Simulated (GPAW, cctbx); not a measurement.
# What do these deviations say about the bonding?

RhW3C, Pm-3m (no. 221), a = 4.1247 Å, b = 4.1247 Å, c = 4.1247 Å, α = 90.00°, β = 90.00°, γ = 90.00°.

| atom | mult. | x | y | z |
| --- | --- | --- | --- | --- |
| W1 | 3 | 1/2 | 1/2 | 0 |
| Rh1 | 1 | 0 | 0 | 0 |
| C1 | 1 | 1/2 | 1/2 | 1/2 |

The start was made by putting kin elements into a known structure type; the compound need not exist, or be stable, in this form.

Absolute values of the static structure factors of the conventional cell from DFT (PBE, GPAW) against free spherical atoms, in electrons:

```
hkl  d (Å)  free atoms  crystal
010  4.125       32.37    32.61
011  2.917       22.85    22.61
111  2.381      217.13   216.30
020  2.062      214.85   214.55
021  1.845       28.04    28.22
121  1.684       22.31    22.36
022  1.458      188.92   189.00
122  1.375       25.65    25.72
030  1.375       25.65    25.74
031  1.304       21.09    21.14
```

**Question.** Which way does charge move, and which reflections show it best?

Project each element's phase sum on the total phase. |F| rises if density moves to atoms that scatter in phase and falls if it moves to atoms that scatter against it; the rule is for low angles, since changes of shape take over beyond. Where all elements are in phase the terms compete, and the compactness of the donor's and the acceptor's density matters too.

| hkl | W in phase | Rh in phase | C in phase | change (e) | (%) |
| --- | --- | --- | --- | --- | --- |
| 010 | +1.0 | -1.0 | +1.0 | +0.24 | +0.7 |
| 011 | +1.0 | -1.0 | -1.0 | -0.24 | -1.1 |
| 111 | +3.0 | +1.0 | -1.0 | -0.83 | -0.4 |
| 020 | +3.0 | +1.0 | +1.0 | -0.30 | -0.1 |
| 021 | +1.0 | -1.0 | +1.0 | +0.17 | +0.6 |
| 121 | +1.0 | -1.0 | -1.0 | +0.04 | +0.2 |
| 022 | +3.0 | +1.0 | +1.0 | +0.09 | 0.0 |
| 122 | +1.0 | -1.0 | +1.0 | +0.07 | +0.3 |

Low-angle reflections that set elements apart and change by more than 0.05 e: 010, 011, 111 and 021. The signs fit a gain of density on Rh and C and a loss on W. The best witness is 011, -1.1 %, where C enters with -1.0. The real-space density agrees: Voronoi charges W +0.20, Rh -0.07, C -0.54 e. The shortest bond, W–C, has Δρ = 0.00 e/Å³ at its midpoint.

[Outputs are excerpts: Python notices, other lines and further rows are left out; steps that failed or that the build refused (PBEsol, TPSS) are not shown.]

[Logs are printed without paths, hosts, clocks, repeated set-up lines and the standing remarks that a program may print on its own settings, such as how far it seeks lower states.]
